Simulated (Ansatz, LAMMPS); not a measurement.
## Glassy 38BaO-62TiO2 (mol %) (110 atoms): a short ab initio trajectory

Wanted: a short trajectory of glassy 38BaO-62TiO2 (mol %) (110 atoms) with its pair distributions.

Method: Kohn-Sham DFT, PBE, PAW (set soft_2), plane waves, in Ansatz 0.2.0.

**1. Starting point**

The cell holds 110 atoms: 16 Ba, 26 Ti and 68 O. Its edges and angles: a = 11.891 Å, b = 11.891 Å, c = 11.891 Å, α = 90.0°, β = 90.0°, γ = 90.0°. 110 atoms (16 Ba, 26 Ti, 68 O) placed at random at 4.67 g/cm³, melted at 4000 K for 10 ps at fixed volume with the Morse and Coulomb pair potential with partial charges (Pedone, Malavasi, Menziani, Cormack and Segre, J. Phys. Chem. B 110, 11780 (2006)). Quenched from 4000 K to 300 K at 20 K/ps and fixed volume, held 10 ps at zero pressure, then minimised at fixed cell.

Limits known from the start: The quench rate of 20 K/ps is many orders above laboratory rates, so the cell is likely richer in defects and strain than a real sample. The network of bonds at the start is that of the classical potential that made the cell. The Brillouin zone is sampled at Γ only, in a cell whose shortest periodic width is 12 Å. No spin–orbit coupling is included, so levels derived from the heavy atoms are approximate.

**2. Single point at the start**

A single point comes first, to see the forces before anything moves.

File input.yaml:

```yaml
crystal:
  lattice:
    - [11.89054, 0.0, 0.0]
    - [0.0, 11.89054, 0.0]
    - [0.0, 0.0, 11.89054]
  atoms:
    - { symbol: Ba, position: [0.10246, 0.82659, 0.66328] }
    - { symbol: Ba, position: [0.30773, 0.54684, 0.6124] }
    - { symbol: Ba, position: [0.65959, 0.16516, 0.65676] }
    - { symbol: Ba, position: [0.45796, 0.59228, 0.00658] }
    [... 100 atom lines left out ...]
    - { symbol: O, position: [0.52036, 0.18745, 0.44485] }
    - { symbol: O, position: [0.27272, 0.12035, 0.42273] }
    - { symbol: O, position: [0.86797, 0.50453, 0.46357] }
    - { symbol: O, position: [0.4336, 0.07533, 0.26868] }
    - { symbol: O, position: [0.83487, 0.0873, 0.78113] }
    - { symbol: O, position: [0.302, 0.22868, 0.18321] }
kpoints:
  mp_grid: { grid: [1, 1, 1] }
hamiltonian:
  xc: pbe
scf:
  occupations: { method: fixed }
output:
  forces: true
```

Run with:

```
$ ansatz run input.yaml --threads 4 --pin off --max-ram 8192MiB --backend cpu --events-out ev --progress --plain --runs-dir out
```

It took 26 s on 4 threads of Arm Neoverse V2, shared host; peak memory 2.4 GiB; 1.7 min of CPU time.

The run gave:

- free energy: -198924.2775 eV
- free energy per atom: -1808.4025 eV/atom
- SCF cycles: 12
- r.m.s. force component: 0.7506 eV/Å
- longest force: 2.762 eV/Å
- Fermi energy: 7.446 eV

The r.m.s. force component of 0.75 eV/Å sets the starting point.

Neighbours are counted within 2.64 Å (O-Ti), 3.33 Å (O-Ba).

Length of the force by element and coordination:

```tsv
element	coordination	atoms	mean length of the force (eV/Å)	spread	least	most
Ba	all	16	0.883	0.280	0.545	1.48
Ba	6	1	1.21	0	1.21	1.21
Ba	7	4	0.921	0.283	0.545	1.22
Ba	8	7	0.830	0.288	0.571	1.48
Ba	9	4	0.855	0.234	0.560	1.16
O	all	68	1.27	0.541	0.189	2.34
O	2	3	1.04	0.564	0.253	1.53
O	3	21	1.26	0.521	0.275	2.18
O	4	34	1.26	0.540	0.189	2.34
O	5	9	1.48	0.529	0.327	2.15
O	6	1	0.792	0	0.792	0.792
Ti	all	26	1.16	0.538	0.252	2.76
Ti	4	6	1.12	0.441	0.317	1.61
Ti	5	14	1.09	0.548	0.419	2.76
Ti	6	6	1.35	0.559	0.252	2.04
```

**3. Dynamics at 600 K**

A Langevin thermostat couples each atom to a heat bath, at the price of damped dynamics. The time step is 1.0 fs.

Edit input.yaml of step 2 so:

```diff
@@ -15 +15,8 @@
   forces: true
+md:
+  timestep: 1.0
+  n_steps: 120
+  ensemble: nvt_langevin
+  temperature: 600
+  initial_velocities: maxwell_boltzmann
+  seed: 4736
```

Elapsed: 40 min, on 4 threads; peak memory 2.8 GiB.

The program notes that it switched symmetry off.

Rows from the run:

```tsv
time (fs)	T (K)	potential (meV/atom)
0.0	595	0.0
8.0	540	5.3
16.0	580	0.9
24.0	556	10.2
32.0	501	18.7
40.0	544	13.9
48.0	574	16.2
56.0	549	15.8
64.0	641	11.4
72.0	606	17.6
80.0	696	7.2
88.0	670	8.8
96.0	679	12.0
104.0	681	12.6
112.0	637	11.3
120.0	648	5.7
```

Mean square displacement from the first frame to the last: Ba 0.071 Å², Ti 0.075 Å², O 0.10 Å².

Table of mean square displacement by time lag:

```tsv
time lag (fs)	Ba (Å²)	O (Å²)	Ti (Å²)
1.0	1.2e-5	9.4e-5	2.9e-5
3.0	1.1e-4	8.3e-4	2.6e-4
5.0	3.1e-4	0.00226	7.2e-4
8.0	7.9e-4	0.00558	0.00181
10.0	0.00122	0.00846	0.00278
13.0	0.00203	0.0135	0.00454
15.0	0.00268	0.0173	0.00589
18.0	0.00380	0.0232	0.00811
20.0	0.00464	0.0272	0.00970
23.0	0.00603	0.0332	0.0122
25.0	0.00704	0.0370	0.0138
28.0	0.00867	0.0424	0.0163
30.0	0.00983	0.0458	0.0180
32.0	0.0110	0.0490	0.0196
35.0	0.0129	0.0534	0.0220
37.0	0.0143	0.0561	0.0235
40.0	0.0163	0.0598	0.0258
42.0	0.0177	0.0622	0.0273
45.0	0.0199	0.0654	0.0294
47.0	0.0214	0.0675	0.0308
50.0	0.0237	0.0704	0.0329
52.0	0.0253	0.0723	0.0342
55.0	0.0276	0.0749	0.0362
57.0	0.0293	0.0765	0.0376
60.0	0.0317	0.0787	0.0395
```

Over the second half of 120 fs the temperature averages 656 K with swings of 31 K r.m.s. From first frame to last O has the largest mean square displacement, 0.10 Å² at the end; the farthest move is 0.81 Å. The count of bonds goes from 282 in the first frame to 283 in the last, by one set of cutoffs: 6 pairs passed out of them and 7 came within. The run spans 0.12 ps, too short for its means to be equilibrium values.

**4. Structure statistics late in the run**

The g(r) is a mean over the second half; what follows it is taken at the last frame.

Bonds before and after, by the cutoffs listed below:

```tsv
pair	bonds before	bonds after	mean before (Å)	mean after (Å)	spread before (Å)	spread after (Å)
O-Ti	135	135	1.959	1.989	0.250	0.243
O-Ba	147	148	2.993	2.954	0.265	0.313
```

Density 4.47 g/cm³, 15.28 Å³ an atom.

Mean of 14 frames. g(r), total and by pair (bins of 0.2 Å):

```tsv
r (Å)	total	O-O	O-Ti	O-Ba	Ti-Ti	Ti-Ba	Ba-Ba
1.60	0.06	0.00	0.21	0.00	0.00	0.00	0.00
1.80	2.00	0.00	6.87	0.00	0.00	0.00	0.00
2.00	1.28	0.00	4.37	0.00	0.00	0.00	0.00
2.20	0.28	0.00	0.96	0.00	0.00	0.00	0.00
2.40	0.29	0.11	0.53	0.50	0.00	0.00	0.00
2.60	1.11	1.38	0.25	2.83	0.00	0.00	0.00
2.80	1.71	2.96	0.15	2.90	0.21	0.00	0.00
3.00	1.42	2.44	0.09	2.36	0.80	0.00	0.00
3.20	0.93	1.37	0.25	1.05	1.55	0.84	0.00
3.40	0.85	0.65	0.65	0.62	2.63	2.13	0.37
3.60	0.91	0.73	0.54	0.50	2.06	3.35	1.54
3.80	0.99	0.82	1.07	0.46	1.60	2.33	1.53
4.00	1.02	0.74	1.32	0.54	1.13	2.38	1.25
4.20	1.07	0.77	1.58	0.61	0.71	1.62	2.32
4.40	0.91	0.54	1.40	0.80	0.79	1.11	1.25
4.60	0.98	0.74	1.36	1.08	0.69	0.51	1.56
4.80	0.98	0.88	1.13	1.25	0.70	0.56	0.40
5.00	0.97	1.08	0.81	1.34	0.60	0.40	0.98
5.20	1.06	1.31	0.76	1.35	0.71	0.30	1.51
5.40	1.08	1.37	0.79	1.38	0.50	0.37	1.04
5.60	0.98	1.25	0.83	0.92	0.87	0.47	0.49
5.80	0.99	1.12	1.06	0.82	1.23	0.29	0.98
```

Bonds by pair of elements; cutoffs follow the first minimum of g(r), held within bounds set by covalent radii, and pairs that aren't listed don't count as bonded:

```tsv
pair A-B	cutoff (Å)	bonds	mean length (Å)	spread (Å)	shortest (Å)	B about A	A about B
O-Ti	2.98	135	1.99	0.243	1.68	1.99	5.19
O-Ba	3.74	148	2.95	0.313	2.39	2.18	9.25
```

How many atoms have how many bonded neighbours:

```tsv
element	mean	3	4	5	6	7	8	9	10	11
Ba	9.25	0	0	0	0	1	3	6	3	3
O	4.16	15	29	22	2	0	0	0	0	0
Ti	5.19	0	6	9	11	0	0	0	0	0
```

Bond angles (no mean is given where the spread exceeds 20°):

```tsv
angle	count	mean (°)	spread (°)
O-Ti-O	291	-	-
Ba-O-Ti	262	-	-
Ba-O-Ba	126	-	-
Ti-O-Ti	81	-	-
```

Bond length by coordination (bonds to H left out):

```tsv
element	coordination	atoms	mean bond length (Å)
Ba	7	1	2.89
Ba	8	3	2.87
Ba	9	6	2.93
Ba	10	3	2.95
Ba	11	3	3.07
O	3	15	2.21
O	4	29	2.43
O	5	22	2.64
O	6	2	2.79
Ti	4	6	1.84
Ti	5	9	1.96
Ti	6	11	2.06
```

Rings of the network by King's shortest-path rule, up to 12 atoms, one path for each pair of neighbours; H, halogens, alkali and alkaline-earth atoms are left out, and the last column divides by all other atoms, bonded or not:

```tsv
ring size (atoms)	rings	per network atom
4	18	0.191
6	23	0.245
8	31	0.33
10	26	0.277
12	18	0.191
```

By these cutoffs 38 % of Ba atoms have 9, 43 % of O atoms have 4 and 42 % of Ti atoms have 6 bonded neighbours. Rings of 8 atoms are the most common (27 % of those counted); sizes run from 4 to 12, where the search stops.

**5. Single point at the last frame**

The last frame is solved again with fuller output, to read the electronic structure of a thermally displaced geometry.

File input.yaml:

```yaml
crystal:
  lattice:
    - [11.89054, 0.0, 0.0]
    - [0.0, 11.89054, 0.0]
    - [0.0, 0.0, 11.89054]
  atoms:
    - { symbol: Ba, position: [0.08668, 0.82291, 0.65182] }
    - { symbol: Ba, position: [0.27977, 0.52737, 0.60884] }
    - { symbol: Ba, position: [0.65004, 0.17666, 0.63526] }
    - { symbol: Ba, position: [0.46669, 0.59982, 0.99867] }
    [... 100 atom lines left out ...]
    - { symbol: O, position: [0.52878, 0.20372, 0.44196] }
    - { symbol: O, position: [0.27659, 0.11852, 0.41775] }
    - { symbol: O, position: [0.85919, 0.5265, 0.44333] }
    - { symbol: O, position: [0.43607, 0.09462, 0.24712] }
    - { symbol: O, position: [0.81862, 0.08164, 0.77028] }
    - { symbol: O, position: [0.27483, 0.22199, 0.17296] }
kpoints:
  mp_grid: { grid: [1, 1, 1] }
hamiltonian:
  xc: pbe
scf:
  occupations: { method: fixed }
output:
  forces: true
  stress: true
  populations: intrinsic
  dos:
    method: { smearing: { sigma: 0.15 } }
    de: 0.1
    projected: { site_lists: { Ba: [Ba], O: [O], Ti: [Ti] } }
  eigenvalues: true
  write_density: true
  write_potential: true
  volumetric_format: npy
```

It took 45 s on 4 threads; peak memory 2.6 GiB; 2.9 min of CPU time.

Read from the output:

```yaml
free_energy: -198923.6493 eV
free_energy_per_atom: -1808.3968 eV/atom
scf_cycles: 12
pressure: 0.5721 GPa
r_m_s_force_component: 0.8579 eV/Å
longest_force: 3.53 eV/Å
fermi_energy: 7.137 eV
spacing_of_highest_filled_and_lowest_empty_level: 2.431 eV
```

Neighbours are counted within 2.98 Å (O-Ti), 3.74 Å (O-Ba), the cutoffs taken from the dynamics.

Length of the force by element and coordination:

```tsv
element	coordination	atoms	mean length of the force (eV/Å)	spread	least	most
Ba	all	16	0.756	0.476	0.239	1.96
Ba	7	1	0.828	0	0.828	0.828
Ba	8	3	0.58	0.344	0.239	1.05
Ba	9	6	1.13	0.525	0.444	1.96
Ba	10	3	0.416	0.214	0.252	0.718
Ba	11	3	0.500	0.0149	0.480	0.514
O	all	68	1.21	0.631	0.159	3.03
O	3	15	1.15	0.400	0.438	2.11
O	4	29	1.12	0.526	0.368	2.54
O	5	22	1.27	0.790	0.159	3.03
O	6	2	2.31	0.271	2.04	2.58
Ti	all	26	1.83	0.804	0.819	3.53
Ti	4	6	1.86	0.754	0.963	3.26
Ti	5	9	2.10	0.881	0.819	3.53
Ti	6	11	1.59	0.682	0.985	3.48
```

Intrinsic-atomic-orbital charges by element and coordination:

```tsv
element	coordination	atoms	mean charge (e)	spread	least	most
Ba	all	16	1.77	0.0082	1.76	1.79
Ba	7	1	1.77	0	1.77	1.77
Ba	8	3	1.78	0.0042	1.77	1.78
Ba	9	6	1.77	0.0114	1.76	1.79
Ba	10	3	1.77	0.004	1.76	1.77
Ba	11	3	1.77	0.0046	1.77	1.78
O	all	68	-0.883	0.128	-1.24	-0.648
O	3	15	-0.751	0.0617	-0.850	-0.648
O	4	29	-0.916	0.116	-1.11	-0.718
O	5	22	-0.915	0.119	-1.24	-0.712
O	6	2	-1.04	0.0218	-1.06	-1.01
Ti	all	26	1.22	0.0512	1.09	1.30
Ti	4	6	1.19	0.053	1.09	1.25
Ti	5	9	1.22	0.0428	1.14	1.28
Ti	6	11	1.24	0.0467	1.14	1.30
```

States in the cell by windows of 1 eV, zero at the Fermi level; the larger projections on atomic orbitals stand beside the total:

```tsv
from (eV)	to (eV)	total	O p	Ti d
-10	-9	2.2	0.1	0.0
-9	-5	0.0	0.0	0.0
-5	-4	23.0	16.4	4.9
-4	-3	105.6	76.8	22.6
-3	-2	104.9	82.9	15.7
-2	-1	105.7	91.6	8.5
-1	0	67.2	61.7	2.9
0	1	1.6	1.5	0.1
1	2	0.0	0.0	0.0
2	3	29.9	3.4	24.7
3	4	75.5	11.5	56.5
4	5	81.4	14.9	51.4
```

With fixed occupations the program's Fermi level is the highest filled level; weight inside the gap is the broadening of levels at its edges.

Between -26 and -10 eV lie 260 more states.

The stored curve holds about 670 of the 880 electrons; the rest, give or take the few that broadening carries across the Fermi level, lie in deeper levels below its range.

The levels nearest the highest filled one (over half full), pooled over k-points and spins:

```tsv
level less the highest filled one (eV)	occupation
-0.251	2
-0.197	2
-0.135	2
-0.108	2
-0.0514	2
0	2
2.43	0
2.47	0
2.60	0
2.64	0
2.69	0
2.70	0
```

Mean intrinsic-atomic-orbital charges: Ba +1.77, O -0.88, Ti +1.22 e. The largest share in the top eV of filled states is O p (94 % of the projected weight), and in the lowest eV of empty states Ti d (84 % of the projected weight).

**6. Summary of results**

- mean temperature, second half: 655.9 K
- temperature swing, second half: 30.54 K
- free energy per atom: -1808.3968 eV/atom
- pressure: 0.5721 GPa
- r.m.s. force component: 0.8579 eV/Å
- gap (highest filled to lowest empty level): 2.431 eV
- wall time of the 3 DFT runs: 41 min

What this shows: Over the second half of 120 fs the temperature averages 656 K with swings of 31 K r.m.s. The count of bonds goes from 282 in the first frame to 283 in the last, by one set of cutoffs: 6 pairs passed out of them and 7 came within. The run spans 0.12 ps, too short for its means to be equilibrium values. Counting bonds as in the table, 38 % of Ba atoms have 9, 43 % of O atoms have 4 and 42 % of Ti atoms have 6 bonded neighbours. Filled and empty levels are parted by 2.43 eV (at Γ alone); a semilocal functional tends to put such gaps too low. In a disordered cell it changes from sample to sample, and tail or defect levels can set it.

Caveats: The starting topology of bonds comes from the classical model; in DFT 6 of its 282 bonded pairs passed out of the cutoffs and 7 came within them. The pressure of a single frame lacks the kinetic term, about 0.59 GPa here.

[Logs are printed without paths, hosts, clocks, repeated set-up lines and the standing remarks that a program may print on its own settings, such as how far it seeks lower states.]

[Hosts, paths, dates, database ids (printed as entryN), source tags and the programs' standing remarks are cut or masked in the printed files.]
